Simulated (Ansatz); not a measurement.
# 1T-PtSe2 bilayer (AB) in a perpendicular field, part 2 of 3

Wanted: the out-of-plane response of the 1T-PtSe2 bilayer (AB). A positive field points along +c.

Ansatz 0.2.0; plane-wave DFT, PBE-D3(BJ), Ansatz PAW (set soft_1); PAW set soft_1 (the session's first sound run).

So far. Step 2 (Relaxing the slab): The lattice constant a goes from 3.750 to 3.708 Å.

### 3. Atoms held, field 0

A sawtooth potential applies the field, turning back in the middle of the vacuum. With the dipole correction the typed value is the field outside the slab. The induced dipole is small, so the SCF threshold is tight.

The cell differs from the one that the last finished run ended in (c 46.235 → 26.216 Å).

Input file input.yaml:

```yaml
crystal:
  lattice:
    - [3.7079729272, 0.0, 0.0]
    - [-1.8539864636, 3.2111987515, 0.0]
    - [0.0, 0.0, 26.2158988048]
  atoms:
    - { symbol: Se, position: [0.6666666667, 0.3333333333, 0.3433031256] }
    - { symbol: Pt, position: [0.0, 0.0, 0.3939244704] }
    - { symbol: Se, position: [0.3333333333, 0.6666666667, 0.4442387324] }
    - { symbol: Se, position: [0.0, 0.0, 0.5557612676] }
    - { symbol: Pt, position: [0.3333333333, 0.6666666667, 0.6060755296] }
    - { symbol: Se, position: [0.6666666667, 0.3333333333, 0.6566968744] }
kpoints:
  mp_grid: { grid: [12, 12, 1] }
  band_path:
    path: [[0, 0, 0], [0.5, 0, 0], [0.33333333, 0.33333333, 0], [0, 0, 0]]
    npoints: 16
hamiltonian:
  xc: pbe
  dispersion: d3bj
  pseudopotentials: { kind: paw, azcp: { folder: soft_1 } }
scf:
  occupations: { method: fermi_dirac, width: 0.05 }
  convergence: { dr2_threshold: 1.0e-10 }
efield:
  axis: 3
  dipole_correction: true
  ramp_position: 0.97
  ramp_width: 0.06
  amplitude: 0
output:
  dos: { projected: true, e_range: [-6, 5] }
  bader: true
  write_potential: true
  write_density: true
  volumetric_format: npy
  elf: true
```

Launch:

```bash
ansatz run input.yaml --threads 4 --pin off --max-ram 6144MiB --backend cpu --events-out ev --progress --plain --runs-dir out
```

Numbers of over 12 decimals in the logs are rounded to 6 here.

The program printed:

```text
[...]
Crystal: 6 atoms, lattice volume = 312.154 Å³
Basis set: ecut = 420 eV, 6135 PW (Γ)
Bands: 60, of which v1, the nominal top of the filled ones, is band 50 counted from 1 (49 counted from 0)
Symmetry: 6 space group operations
k-points: 19 of 144 (time reversal used)
[...]
SCF iter   1: F=—  HF=-46931.831190 eV  |F-HF|=—  |Δ(HF+E_count)|=         —  Δρ=5.05e-2  dr2=8.73e0  ethr=3.10e-3  p=0.000 e·Å  D=3.59e-14 V/Å  ΔV_dip=-0.00 eV  dr2_dipole=9.92e-10  V_vac-E_F(+/−)=4.73/4.73 eV  ⟨swp⟩=8.5  Hψ=4647  notcnv=0  defer=7
efield: sawtooth ramp at fractional position 0.9700 (set: `efield.ramp_position`, or a place that a band, a saddle search or an elastic batch's reference lends), width 0.0600; the density the first Hamiltonian is built on has a dipole p = 0.000 e·Å; the dipole correction subtracts the counter field D = 3.59e-14 V/Å, which shifts the + side's vacuum level by -0.00 eV against the − side's; the planar-averaged density in the ramp window peaks in size at 3.4e-6 e/Å³
[...]
SCF iter   2: F=—  HF=-46930.735790 eV  |F-HF|=—  |Δ(HF+E_count)|=    1.10e0  Δρ=2.21e-2  dr2=2.69e0  ethr=3.10e-3  p=0.000 e·Å  D=3.47e-6 V/Å  ΔV_dip=-0.00 eV  dr2_dipole=2.23e-8  V_vac-E_F(+/−)=5.40/5.40 eV  ⟨swp⟩=3.0  Hψ=2511  notcnv=0  defer=64
[...]
SCF iter  16: F=-46930.250466 eV  HF=-46930.250466 eV  |F-HF|=5.82e-11  |Δ(HF+E_count)|=  9.46e-11  Δρ=7.69e-8  dr2=3.97e-11  ethr=1.00e-12  p=0.000 e·Å  D=1.59e-7 V/Å  ΔV_dip=-0.00 eV  dr2_dipole=3.74e-12  V_vac-E_F(+/−)=4.82/4.82 eV  ⟨swp⟩=12.8  Hψ=3653  notcnv=0
SCF 1 converged in 16 iterations: F = -46930.250466 eV  dr2 = 3.97e-11
[...]
NSCF: frozen V_eff on 49 k-points
efield: sawtooth ramp at fractional position 0.9700 (kept from the solve that this one continues, or follows in the run), width 0.0600; the density the first Hamiltonian is built on has a dipole p = 0.000 e·Å; the dipole correction subtracts the counter field D = 1.59e-7 V/Å, which shifts the + side's vacuum level by -0.00 eV against the − side's; the planar-averaged density in the ramp window peaks in size at 3.4e-6 e/Å³
WARN: The output density's exchange-correlation potential varies sharply where the density is thin. Do not read a vacuum level from v_tot or v_xc, or from such a field of the output density. On a cell that repeats whose density bears no net charge and no dipole along the vacuum's axis use v_es (v_loc + v_h of the components); under efield.dipole_correction with no amplitude use v_es + v_field, which holds any externa [...]
SCF converged after 16 iterations
Free energy (F): -46930.250466 eV
[...]
Internal energy: -46930.250307 eV  (E = F + TS)
E sigma→0 (E₀):  -46930.250386 eV
Entropy (-TS):   -0.000158 eV (-0.026 meV/atom)
Fermi energy:    2.024318 eV
Dipole field:    D = -0.000002 V/Å  (p = -0.000003 e·Å, saw-weighted, corrected)
Work function:   Φ+ = 4.8169 eV   Φ− = 4.8169 eV
Levels:          The Fermi level and band energies are counted from a zero that moves with the ramp; work functions are not
[...]
--- Band table (eV; the first three rows and the last of 19) ---
  k-point 0: bands = [... 46 lower, 1.0786, 1.2184, 1.2184, 1.3365, 4.0508, 4.0508, 4.1787, 4.1787, ... 6 higher]
  k-point 1: bands = [... 46 lower, 1.0786, 1.1081, 1.2274, 1.6245, 3.5433, 3.7114, 3.9206, 4.0830, ... 6 higher]
  k-point 2: bands = [... 46 lower, 0.9753, 1.0010, 1.1657, 1.6076, 2.7521, 3.0476, 3.6906, 3.9029, ... 6 higher]
  k-point 18: bands = [... 46 lower, 0.1262, 0.2293, 0.2293, 0.2298, 2.5653, 2.9256, 2.9256, 3.2937, ... 6 higher]
--- Bader charges: 6 sites ---
  site symbol  charge [e]  shift [e]
     0     Se     -0.0605     0.0019
     1     Pt      0.1118     0.0039
     2     Se     -0.0513     0.0020
     3     Se     -0.0513     0.0020
     4     Pt      0.1118     0.0039
     5     Se     -0.0605     0.0019
  estimated error of the sums over rays = 6.7e-4 e
```

Elapsed: 39 s, on 4 threads of Arm Neoverse V1, shared host; peak memory 1.1 GiB; 2.6 min of CPU time.

The column dr2 measures how far the density is from self-consistency, as an energy; F and HF (Harris–Foulkes) agree once it is small.

This step gave:

- energy at zero smearing: -46930.2504 eV
- dipole along the normal: -3.32e-6 e·Å
- gap along the path: 0.6596 eV
- smallest direct gap along the path: 1.102 eV
- ionisation energy, upper face: 5.133 eV
- electron affinity, upper face: 4.474 eV
- gap, the smaller of path and mesh: 0.6596 eV

Running mean over a fixed 2.8 Å (it still follows the layers) of the planar mean; the ramp of the sawtooth is left out. Electron's electrostatic potential energy less the Fermi level against z:

| z (Å) | electron's electrostatic potential energy less the Fermi level (eV) |
| --- | --- |
| 4 | 4.82 |
| 5 | 4.81 |
| 6 | 4.77 |
| 7 | 3.95 |
| 8 | 1.28 |
| 9 | -3.99 |
| 10 | -7.70 |
| 11 | -7.18 |
| 12 | -2.07 |
| 13 | 0.397 |
| 14 | -0.990 |
| 15 | -6.42 |
| 16 | -7.78 |
| 17 | -5.25 |
| 18 | 0.418 |
| 19 | 3.44 |
| 20 | 4.72 |
| 21 | 4.81 |
| 22 | 4.82 |
| 23 | 4.82 |

The density of states has structure finer than the step of the table below, so its rows give means over 0.2 eV, whole bins alone (the curve runs from -6 to 2.33 eV). Peaks (eV: height): -5.97: 15.3, -5.92: 18.3, -5.67: 21.5, -5.31: 13.4, -4.48: 12.4, -4.40: 15.4, -3.08: 25.2.

Table of density of states by energy, zero at the Fermi level of the run, which the smearing sets inside the gap; means over each step:

| energy (eV) | density of states (states/eV a cell) |
| --- | --- |
| -5.8 | 11.7 |
| -5.6 | 12.4 |
| -5.4 | 7.01 |
| -5.2 | 5.71 |
| -5.0 | 2.22 |
| -4.8 | 5.47 |
| -4.6 | 6.60 |
| -4.4 | 9.59 |
| -4.2 | 6.18 |
| -4.0 | 6.63 |
| -3.8 | 4.18 |
| -3.6 | 1.28 |
| -3.4 | 2.06 |
| -3.2 | 10.8 |
| -3.0 | 10.8 |
| -2.8 | 3.61 |
| -2.6 | 2.65 |
| -2.4 | 4.01 |
| -2.2 | 6.46 |
| -2.0 | 6.06 |
| -1.8 | 6.07 |
| -1.6 | 6.88 |
| -1.4 | 4.79 |
| -1.2 | 6.22 |
| -1.0 | 5.61 |
| -0.8 | 1.86 |
| -0.6 | 0.792 |
| -0.4 | 1.23 |
| -0.2 | 0.00342 |
| 0.0 | 0 |
| 0.2 | 0 |
| 0.4 | 1.67 |
| 0.6 | 4.17 |
| 0.8 | 2.62 |
| 1.0 | 6.74 |
| 1.2 | 6.06 |
| 1.4 | 4.57 |
| 1.6 | 8.47 |
| 1.8 | 4.76 |
| 2.0 | 1.37 |
| 2.2 | 0.0852 |

Projected DOS per atom over height of the atomic layer and energy from the Fermi level. Layers: Se Pt Se Se Pt Se from below.

Ten even steps from '0' (0.00 states/eV) to '9' (4.27 states/eV), each cell a mean:
```
000000
212212
212212
222222
111111
000000
000000
000000
101101
212212
222222
222222
111111
020020
191191
010010
040040
151151
131131
110011
152251
272272
```
Columns: height of the atomic layer (Å) from 9 to 17.2 (not evenly spaced); rows upwards: energy from the Fermi level (eV) from -5.96 to 2.32.

The electronic bands at the labelled points (eV, zero at the Fermi level of the run, which the smearing sets inside the gap):

| point | band 47 | band 48 | band 49 | band 50 | band 51 | band 52 | band 53 | band 54 |
| --- | --- | --- | --- | --- | --- | --- | --- | --- |
| Γ | -0.95 | -0.81 | -0.81 | -0.69 | 2.03 | 2.03 | 2.15 | 2.15 |
| halfway | -1.30 | -1.29 | -1.14 | -0.91 | 0.34 | 1.06 | 1.55 | 1.81 |
| M | -2.76 | -2.58 | -2.55 | -2.09 | 1.29 | 1.64 | 1.84 | 2.01 |
| halfway | -2.23 | -1.95 | -1.89 | -1.76 | 0.81 | 1.01 | 1.45 | 1.59 |
| K | -1.90 | -1.79 | -1.79 | -1.79 | 0.54 | 0.90 | 0.90 | 1.27 |
| halfway | -1.73 | -1.41 | -1.03 | -0.80 | 0.66 | 0.83 | 1.05 | 1.47 |
| Γ | -0.95 | -0.81 | -0.81 | -0.69 | 2.03 | 2.03 | 2.15 | 2.15 |

ELF in the ca plane at fractional y = 0.000, with atoms of Pt and Se within 0.2 Å of it. It is the smooth field of the valence electrons, not physical close to the nuclei.

Ten even steps from '0' (0.00) to '9' (0.88), each cell a mean:
```
00000000000000000001235666532001799525741000
00000000000000000012233565332100489878741111
00000000000000001234543333344420157777532344
00000000000000013566664323566651013444333467
00000000000000024677765212567763000122333478
00000000000000013677765223567762001223333477
00000000000000002355654333456531035665322356
00000000000000000123333454333210378888632222
00000000000000000001234665432101699657741000
00000000000000000001246666642002898314741000
```
Columns run along c (16.0 Å, from fractional 0.06 to 0.67 of the cell), rows up along a (3.7 Å). Atoms in or near the plane, at fractional coordinates: Pt at (0.39, 0.00), Se at (0.56, 0.00).

Electrostatic potential energy in the ca plane at fractional y = 0.000, with atoms of Pt and Se within 0.2 Å of it. With pseudopotentials it is smooth inside the atoms' cores, unlike the true potential.

Ten even steps from '0' (-37 eV) to '9' (7 eV), each cell a mean:
```
99999999999999999999971000179999975896589999
99999999999999999999984101589999985444789999
99999999999999999999988666889999998777888999
99999999999999999998888888888899999998888888
99999999999999999998778999877899999998877777
99999999999999999998888999888899999998877888
99999999999999999999888878888999999888888888
99999999999999999999986323789999987556789999
99999999999999999999982000289999975675589999
99999999999999999999970000079999965997489999
```
Columns run along c (16.0 Å, from fractional 0.06 to 0.67 of the cell; values clipped at the 3rd and 97th percentile), rows up along a (3.7 Å). Atoms in or near the plane, at fractional coordinates: Pt at (0.39, 0.00), Se at (0.56, 0.00).

Valence density in the ca plane at fractional y = 0.000, with atoms of Pt and Se within 0.2 Å of it. It is the smooth field of the valence electrons, not physical close to the nuclei.

Values in e/Å³, 6 rows by 16 columns, each cell a mean:
```
 0  0  0  0  0  0  0  0  5  4  0  0  3  8  0  0
 0  0  0  0  0  0  0  0  1  1  0  0  0  1  0  0
 0  0  0  0  0  0  0  0  0  0  0  0  0  0  1  0
 0  0  0  0  0  0  0  0  0  0  0  0  0  0  0  0
 0  0  0  0  0  0  0  0  2  1  0  0  0  1  0  0
 0  0  0  0  0  0  0  0  7  5  0  0  5 16  0  0
```
Columns run along c (16.0 Å, from fractional 0.06 to 0.67 of the cell), rows up along a (3.7 Å). Atoms in or near the plane, at fractional coordinates: Pt at (0.39, 0.00), Se at (0.56, 0.00).

The gap is 0.66 eV, with the valence edge 5.13 eV and the conduction edge 4.47 eV under the upper vacuum level. Spin-orbit coupling, left out in this run, matters for the bands of elements this heavy.

### 4. Atoms held, field 0.1 V/Å

Edit input.yaml of step 3 so:

```diff
@@ -27,8 +27,6 @@
   dipole_correction: true
-  ramp_position: 0.97
-  ramp_width: 0.06
-  amplitude: 0
+  ramp_position: 0.958
+  ramp_width: 0.0839
+  amplitude: 0.1
 output:
-  dos: { projected: true, e_range: [-6, 5] }
-  bader: true
   write_potential: true
@@ -36,2 +34 @@
   volumetric_format: npy
-  elf: true
```

The program printed:

```text
[...]
Crystal: 6 atoms, lattice volume = 312.154 Å³
Basis set: ecut = 420 eV, 6135 PW (Γ)
Bands: 60, of which v1, the nominal top of the filled ones, is band 50 counted from 1 (49 counted from 0)
Symmetry: 6 space group operations
k-points: 19 of 144 (time reversal used)
[...]
k-point 0: bands = [... 46 lower, 1.0743, 1.2219, 1.2219, 1.3366, 4.0460, 4.0460, 4.1827, 4.1827, ... 6 higher]
  k-point 1: bands = [... 46 lower, 1.0744, 1.1111, 1.2306, 1.6244, 3.5395, 3.7144, 3.9167, 4.0860, ... 6 higher]
  k-point 2: bands = [... 46 lower, 0.9835, 0.9973, 1.1686, 1.6074, 2.7500, 3.0490, 3.6875, 3.9052, ... 6 higher]
  k-point 18: bands = [... 46 lower, 0.1195, 0.2093, 0.2357, 0.2486, 2.5641, 2.8989, 2.9515, 3.2940, ... 6 higher]
[key lines of the parts left out:]
SCF converged after 17 iterations
Free energy (F): -46930.253775 eV
Fermi energy:    2.023577 eV
Dipole field:    D = 0.038374 V/Å  (p = 0.066198 e·Å, saw-weighted, corrected)
```

Wall time 28 s (4 threads); peak memory 0.92 GiB.

The dipole is 0.0662 e·Å, and the gap 0.659 eV.

### 5. Atoms held, field -0.1 V/Å

Edit input.yaml of step 4 so:

```diff
@@ -29,3 +29,3 @@
   ramp_width: 0.0839
-  amplitude: 0.1
+  amplitude: -0.1
 output:
```

The program printed:

```text
[...]
Crystal: 6 atoms, lattice volume = 312.154 Å³
Basis set: ecut = 420 eV, 6135 PW (Γ)
Bands: 60, of which v1, the nominal top of the filled ones, is band 50 counted from 1 (49 counted from 0)
Symmetry: 6 space group operations
k-points: 19 of 144 (time reversal used)
[...]
k-point 0: bands = [... 46 lower, 1.0741, 1.2218, 1.2218, 1.3364, 4.0459, 4.0459, 4.1825, 4.1825, ... 6 higher]
  k-point 1: bands = [... 46 lower, 1.0743, 1.1109, 1.2305, 1.6242, 3.5394, 3.7143, 3.9166, 4.0858, ... 6 higher]
  k-point 2: bands = [... 46 lower, 0.9833, 0.9971, 1.1684, 1.6072, 2.7498, 3.0488, 3.6874, 3.9050, ... 6 higher]
  k-point 18: bands = [... 46 lower, 0.1193, 0.2091, 0.2355, 0.2485, 2.5639, 2.8987, 2.9513, 3.2938, ... 6 higher]
[key lines of the parts left out:]
SCF converged after 17 iterations
Free energy (F): -46930.253775 eV
Fermi energy:    2.023416 eV
Dipole field:    D = -0.038374 V/Å  (p = -0.066198 e·Å, saw-weighted, corrected)
```

Wall time 28 s (4 threads); peak memory 0.92 GiB.

The dipole is -0.0662 e·Å, and the gap 0.659 eV.

### 6. Atoms held, field 0.5 V/Å

Edit input.yaml of step 5 so:

```diff
@@ -27,5 +27,5 @@
   dipole_correction: true
-  ramp_position: 0.958
-  ramp_width: 0.0839
-  amplitude: -0.1
+  ramp_position: 0.8957
+  ramp_width: 0.2085
+  amplitude: 0.5
 output:
```

The program printed:

```text
[...]
Crystal: 6 atoms, lattice volume = 312.154 Å³
Basis set: ecut = 420 eV, 6135 PW (Γ)
Bands: 60, of which v1, the nominal top of the filled ones, is band 50 counted from 1 (49 counted from 0)
Symmetry: 6 space group operations
k-points: 19 of 144 (time reversal used)
[...]
k-point 0: bands = [... 46 lower, 0.9993, 1.2728, 1.2728, 1.3347, 3.9683, 3.9683, 4.2372, 4.2372, ... 6 higher]
  k-point 1: bands = [... 46 lower, 1.0016, 1.1596, 1.2794, 1.6204, 3.4688, 3.7612, 3.8463, 4.1332, ... 6 higher]
  k-point 2: bands = [... 46 lower, 0.9281, 1.0741, 1.2138, 1.6003, 2.7020, 3.0747, 3.6258, 3.9437, ... 6 higher]
  k-point 18: bands = [... 46 lower, 0.0259, 0.1216, 0.3061, 0.3153, 2.5348, 2.7834, 3.0434, 3.2995, ... 6 higher]
[key lines of the parts left out:]
SCF converged after 15 iterations
Free energy (F): -46930.333283 eV
Fermi energy:    2.004423 eV
Dipole field:    D = 0.192204 V/Å  (p = 0.331565 e·Å, saw-weighted, corrected)
```

Run time: 27 s. Hardware: 4 threads; peak memory 0.92 GiB.

The dipole is 0.332 e·Å, and the gap 0.631 eV.

### 7. Single point, field -0.3 V/Å

Edit input.yaml of step 6 so:

```diff
@@ -27,6 +27,8 @@
   dipole_correction: true
-  ramp_position: 0.8957
-  ramp_width: 0.2085
-  amplitude: 0.5
+  ramp_position: 0.9553
+  ramp_width: 0.0894
+  amplitude: -0.3
 output:
+  dos: { projected: true, e_range: [-6, 5] }
+  bader: true
   write_potential: true
@@ -34 +36,2 @@
   volumetric_format: npy
+  elf: true
```

The program printed:

```text
[...]
Crystal: 6 atoms, lattice volume = 312.154 Å³
Basis set: ecut = 420 eV, 6135 PW (Γ)
Bands: 60, of which v1, the nominal top of the filled ones, is band 50 counted from 1 (49 counted from 0)
Symmetry: 6 space group operations
k-points: 19 of 144 (time reversal used)
[...]
k-point 18: bands = [... 46 lower, 0.0794, 0.1666, 0.2678, 0.2840, 2.5540, 2.8425, 2.9997, 3.2959, ... 6 higher]
--- Bader charges: 6 sites ---
  site symbol  charge [e]  shift [e]
     0     Se     -0.0386     0.0019
     1     Pt      0.1116     0.0039
     2     Se     -0.0603     0.0020
     3     Se     -0.0420     0.0020
     4     Pt      0.1117     0.0039
     5     Se     -0.0823     0.0019
  estimated error of the sums over rays = 5.7e-4 e
[key lines of the parts left out:]
SCF converged after 16 iterations
Free energy (F): -46930.280263 eV
Fermi energy:    2.016972 eV
Dipole field:    D = -0.115192 V/Å  (p = -0.198715 e·Å, saw-weighted, corrected)
```

Elapsed: 42 s, on 4 threads; peak memory 1 GiB.

The dipole is -0.199 e·Å, and the gap 0.650 eV.

### 8. Response, atoms held

This step: plane-wave DFT, PBE-D3(BJ), Ansatz PAW (set soft_1); response to a field along the normal, atoms held; PAW set soft_1 (Ansatz 0.2.0).

The dipoles give the slope, and the difference of two potentials shows where the field is screened.

Numbers from this step:

* equivalent conductor thickness p/(ε₀AE): 10.06 Å
* distance between the outer atoms: 8.216 Å

Dipole of the cell against applied field:

| applied field (V/Å) | dipole of the cell (e·Å) |
| --- | --- |
| -0.300 | -0.199 |
| -0.100 | -0.0662 |
| 0.000 | -3.3e-6 |
| 0.100 | 0.0662 |
| 0.500 | 0.332 |

Local field over the applied field, running mean. From the potentials at -0.1 and 0.1 V/Å; running mean over 2.5 Å. Local field over applied field against z:

| z (Å) | local field over applied field |
| --- | --- |
| 5 | 0.994 |
| 6 | 0.958 |
| 7 | 0.787 |
| 8 | 0.455 |
| 9 | 0.141 |
| 10 | 0.0151 |
| 11 | 0.0238 |
| 12 | 0.106 |
| 13 | 0.169 |
| 14 | 0.126 |
| 15 | 0.0369 |
| 16 | 0.00731 |
| 17 | 0.0969 |
| 18 | 0.378 |
| 19 | 0.723 |
| 20 | 0.937 |
| 21 | 0.991 |
| 22 | 0.999 |

Electrons, planar mean, per unit field. Induced electron density against z:

| z (Å) | induced electron density (e/Å³ per V/Å) |
| --- | --- |
| 4.5 | 9.5e-6 |
| 5.0 | 2.8e-5 |
| 5.5 | 7.8e-5 |
| 6.0 | 2.1e-4 |
| 6.5 | 5.3e-4 |
| 7.0 | 0.00124 |
| 7.5 | 0.00251 |
| 8.0 | 0.00333 |
| 8.5 | 0.00178 |
| 9.0 | 0.00109 |
| 9.5 | 4.1e-4 |
| 10.0 | -1.7e-4 |
| 10.5 | -3.5e-6 |
| 11.0 | 6.3e-5 |
| 11.5 | -5.8e-4 |
| 12.0 | -8.4e-4 |
| 12.5 | -0.00104 |
| 13.0 | -2.8e-4 |
| 13.5 | 8.7e-4 |
| 14.0 | 8.8e-4 |
| 14.5 | 8.1e-4 |
| 15.0 | 2.6e-4 |
| 15.5 | -1.3e-4 |
| 16.0 | -1.4e-6 |
| 16.5 | 9.1e-5 |
| 17.0 | -8.0e-4 |
| 17.5 | -0.00137 |
| 18.0 | -0.00285 |
| 18.5 | -0.00307 |
| 19.0 | -0.00173 |
| 19.5 | -7.7e-4 |
| 20.0 | -3.1e-4 |
| 20.5 | -1.2e-4 |
| 21.0 | -4.3e-5 |
| 21.5 | -1.5e-5 |
| 22.0 | -5.1e-6 |

The smaller of the gaps on the path and on the k-mesh, counted as 0 under 0.03 eV. Gap against applied field:

| applied field (V/Å) | gap (eV) |
| --- | --- |
| -0.300 | 0.650 |
| -0.100 | 0.659 |
| 0.000 | 0.660 |
| 0.100 | 0.659 |
| 0.500 | 0.631 |

By hand: between -0.1 and 0.1 V/Å the dipole changes by 0.1324 e·Å, a slope of 0.6620 e·Å²/V. A perfect conductor of thickness t has p = ε₀AEt, so t = 180.95 × 0.6620 / 11.907 = 10.06 Å (e/ε₀ = 180.95 V·Å, A in Å²).

The induced dipole is that of a conductor 10.06 Å thick.

[end of part 2 of 3]

[Logs are printed without paths, hosts, clocks, repeated set-up lines and the standing remarks that a program may print on its own settings, such as how far it seeks lower states.]

[Hosts, paths, dates, database ids (printed as entryN), source tags and the programs' standing remarks are cut or masked in the printed files.]

[Maps of the electrostatic potential energy from Ansatz leave out the sawtooth potential of an applied field or a dipole correction, so their vacuum need not be flat; planar profiles and work functions include it.]

[The density of states shown here was stored with 400 of the rows of the run's finer table, so its peaks can read low, often by over a quarter, or be missed, and its means over a window can be off by a tenth or more.]
